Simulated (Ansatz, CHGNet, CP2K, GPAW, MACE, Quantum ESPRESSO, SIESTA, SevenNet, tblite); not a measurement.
# What went wrong? CP2K on Ta(100)/ZrC(100) interface (56 atoms)

Program: CP2K 2026.2, a calculation on a cell of 24 Ta, 16 Zr and 16 C, 18.7 Å³ an atom.

Contents of input.inp:

```
&GLOBAL
  PROJECT cell
  RUN_TYPE ENERGY_FORCE
  PRINT_LEVEL LOW
&END GLOBAL
&FORCE_EVAL
  METHOD QS
  STRESS_TENSOR ANALYTICAL
  &DFT
    BASIS_SET_FILE_NAME BASIS_MOLOPT_UZH
    POTENTIAL_FILE_NAME POTENTIAL_UZH
    &MGRID
      CUTOFF 600
      REL_CUTOFF 50
      NGRIDS 5
    &END MGRID
    &QS
      EPS_DEFAULT 1.0E-12
    &END QS
    &SCF
      SCF_GUESS ATOMIC
      EPS_SCF 1.0E-06
      MAX_SCF 5
      ADDED_MOS 42
      &DIAGONALIZATION
        ALGORITHM STANDARD
      &END DIAGONALIZATION
      &SMEAR ON
        METHOD FERMI_DIRAC
        ELECTRONIC_TEMPERATURE [K] 580
      &END SMEAR
      &MIXING
        METHOD BROYDEN_MIXING
        ALPHA 0.15
        NBROYDEN 8
      &END MIXING
      &PRINT
        &RESTART OFF
        &END RESTART
      &END PRINT
    &END SCF
    &XC
      &XC_FUNCTIONAL PBE
      &END XC_FUNCTIONAL
    &END XC
    &PRINT
      &MULLIKEN ON
      &END MULLIKEN
      &HIRSHFELD ON
        SHAPE_FUNCTION DENSITY
      &END HIRSHFELD
      &MO ON
        EIGENVALUES T
        OCCUPATION_NUMBERS T
        MO_INDEX_RANGE 273 296
        &EACH
          QS_SCF 0
        &END EACH
        ADD_LAST NUMERIC
      &END MO
    &END PRINT
  &END DFT
  &SUBSYS
    &CELL
      A 13.61860 0.00000 0.00000
      B -1.60219 6.40876 0.00000
      C 0.00000 0.00000 11.98281
    &END CELL
    &TOPOLOGY
      COORD_FILE_NAME structure.xyz
      COORD_FILE_FORMAT XYZ
    &END TOPOLOGY
    &KIND Ta
      BASIS_SET DZVP-MOLOPT-PBE-GTH-q13
      POTENTIAL GTH-PBE-q13
    &END KIND
    &KIND Zr
      BASIS_SET DZVP-MOLOPT-PBE-GTH-q12
      POTENTIAL GTH-PBE-q12
    &END KIND
    &KIND C
      BASIS_SET DZVP-MOLOPT-PBE-GTH-q4
      POTENTIAL GTH-PBE-q4
    &END KIND
  &END SUBSYS
  &PRINT
    &FORCES ON
    &END FORCES
    &STRESS_TENSOR ON
    &END STRESS_TENSOR
  &END PRINT
&END FORCE_EVAL
```

Contents of structure.xyz:

```xyz
56

Ta 9.58581 2.35894 11.90528
Ta 7.59284 3.66587 1.62882
Ta 6.41510 1.58771 3.33038
Ta 8.81232 5.53569 0.01270
Ta 8.40840 0.38677 1.65435
Ta 5.62353 4.77087 3.28317
Ta 6.40781 1.57438 0.01270
Ta 4.38867 2.79640 1.67771
Ta 3.19942 0.80404 3.28796
Ta 5.61185 4.81650 11.94267
[... 42 atom lines left out ...]
Zr 3.17393 2.21339 6.44100
C 1.21020 3.43221 6.46676
Zr 1.21439 3.42907 8.83493
C 3.24008 2.27562 8.82570
```

Started as:

```console
$ OMP_NUM_THREADS=1 mpirun -np 4 cp2k.psmp -i input.inp > output.txt
```

Numbers of over 12 decimals in the logs are rounded to 6 here.

The program printed:

```text
CP2K| version string:                                       CP2K version 2026.2
 CP2K| Input file name                                                 input.inp
 GLOBAL| Basis set file name                                    BASIS_MOLOPT_UZH
 GLOBAL| Potential file name                                       POTENTIAL_UZH
 GLOBAL| Run type                                                   ENERGY_FORCE
 GLOBAL| Total number of message passing processes                             4
 GLOBAL| Number of threads for this process                                    1
 TOTAL NUMBERS AND MAXIMUM NUMBERS
  Total number of            - Atomic kinds:                                   3
                             - Atoms:                                         56
                             - Shell sets:                                    56
                             - Shells:                                       400
                             - Primitive Cartesian functions:                336
                             - Cartesian basis functions:                   1464
                             - Spherical basis functions:                   1248
  Maximum angular momentum of- Orbital basis functions:                        3
                             - Local part of the GTH pseudopotential:          2
                             - Non-local part of the GTH pseudopotential:      4
 SCF PARAMETERS         Density guess:                                    ATOMIC
                        max_scf:                                               5
                        eps_scf:                                        1.00E-06
                        added MOs                                        42    0
                        Mixing method:                            BROYDEN_MIXING
                                                charge density mixing in g-space
                        Smear method:                                FERMI_DIRAC
                        Electronic temperature [K]:                        580.0
                        Electronic temperature [a.u.]:                  1.84E-03
                        Accuracy threshold:                             1.00E-10
 Extrapolation method: initial_guess
 Number of electrons:                                                        568
 Number of occupied orbitals:                                                284
 Number of molecular orbitals:                                               326
 Number of orbital functions:                                               1248
 Number of independent orbital functions:                                   1248
 SCF WAVEFUNCTION OPTIMIZATION
  Step     Update method      Time    Convergence         Total energy    Change
     1 NoMix/Diag. 0.15E+00    7.2     1.30743046     -2246.5604778807 -2.25E+03
     2 Broy./Diag. 0.15E+00   12.4     0.23096529     -2234.8098968812  1.18E+01
     3 Broy./Diag. 0.15E+00   12.3     0.41968027     -2236.6555133524 -1.85E+00
     4 Broy./Diag. 0.15E+00   12.3     0.12838658     -2237.8304451298 -1.17E+00
     5 Broy./Diag. 0.15E+00   12.3     0.08373830     -2236.7518195948  1.08E+00
  Leaving inner SCF loop after reaching     5 steps.
  Electronic density on regular grids:       -567.9999999999        0.0000000001
  Core density on regular grids:              567.9999999994       -0.0000000006
  Total charge density on r-space grids:       -0.0000000005
  Total charge density g-space grids:          -0.0000000005
  Overlap energy of the core charge distribution:               9.07792e-09
  Self energy of the core charge distribution:              -3655.306897
  Core Hamiltonian energy:                                    807.803265
  Hartree energy:                                             895.417371
  Exchange-correlation energy:                               -284.650331
  Electronic entropic energy:                                  -0.011029
  Fermi energy:                                                 0.368672
  Total energy:                                             -2236.751820
  Total energy (extrapolated to T->0):                      -2236.746305
 *   ___                                                                       *
 *  /   \                                                                      *
 * [ABORT]                                                                     *
 *  \___/     SCF run NOT converged. To continue the calculation regardless,   *
 *    |             please set the keyword IGNORE_CONVERGENCE_FAILURE.         *
 *  O/|                                                                        *
 * /| |                                                                        *
```

Elapsed: 72 s, on 4 MPI ranks of Arm Neoverse V1, shared host; peak memory 3.8 GiB.

Banners, paths, timers and routine set-up lines are dropped from the logs unmarked, and long logs keep their key lines alone; longer cuts are marked.

Why should this run not be trusted?

Too few SCF iterations: iteration limit 5.

The run ended unconverged.

[Also dropped from logs without a mark: logging warnings of Python, and SIESTA's first energy breakdown and zero terms.]

[Logs are printed without paths, hosts, clocks, repeated set-up lines and the standing remarks that a program may print on its own settings, such as how far it seeks lower states.]

[Hosts, paths, dates, database ids (printed as entryN), source tags and the programs' standing remarks are cut or masked in the printed files.]
